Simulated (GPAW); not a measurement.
Records of electronic-structure calculations.

**ScHO2 (R-3m): G0W0 with GPAW, start to end**

Symmetry: R-3m, No. 166, trigonal system. The conventional cell has a = 3.233 Å, b = 3.233 Å, c = 13.593 Å, α = 90.00°, β = 90.00°, γ = 120.00°. Nearest to Sc lie 6 O at 2.14 Å. Nearest to H lie 2 O at 1.22 Å. Nearest to O lie 1 H at 1.22 Å and 3 Sc at 2.14 Å. Farther neighbours and most contacts between anions are not listed.

```
Sc H O
1.0
     1.61659    0.93334    4.53092
    -1.61659    0.93334    4.53092
     0.00000   -1.86668    4.53092
Sc H O
1 1 2
Direct
  0.00000 0.00000 0.00000
  0.50000 0.50000 0.50000
  0.58970 0.58970 0.58970
  0.41030 0.41030 0.41030
```

```yaml
method: DFT, LDA, plane waves, PAW (and 1 further level or step)
program: GPAW 26.7.0
settings_of_one_run: cutoff 600 eV, GPAW PAW setups 1.2.1 data release, 4×4×4 k-mesh, nbands 103
cost: 4 runs, 2 min in all on 4 MPI ranks of Arm Neoverse V1, shared host (the runs of this entry)
notes: The cell and positions are those that the Materials Project relaxed with its own functionals (PBE, PBE+U or r2SCAN), kept fixed. Bands and cutoff are finite, so the gap is not at the basis limit. The miss can reach some tenths of an eV and take either sign; the mesh is an error of its own.
lda_gap: 3.86 eV, indirect
g0w0_gap_on_the_mesh: 6.74 eV
g0w0_gap_over_the_zone_rigid_shift: 6.61 eV
gw_settings: 4×4×4 mesh, 93 bands, screening to 100 eV, Godby-Needs plasmon pole
known_limits: not at the basis limit
```

G0W0 moves the gap on the mesh from 3.98 eV to 6.74 eV (+2.75 eV), with Z of 0.79 and 0.81 at the edges. The mesh misses the band edges by 0.12 eV in all; a rigid shift gives 6.61 eV for the zone.

[Paths, hosts, dates, memory and timing lines, banners, echoed tables and standing remarks are left out of the program output.]

[Logs are printed without paths, hosts, clocks, repeated set-up lines and the standing remarks that a program may print on its own settings, such as how far it seeks lower states.]

[Runs of the session that timed out or met a known fault of the program may be left out.]

[Hosts, paths, dates, database ids (printed as entryN), source tags and the programs' standing remarks are cut or masked in the printed files.]
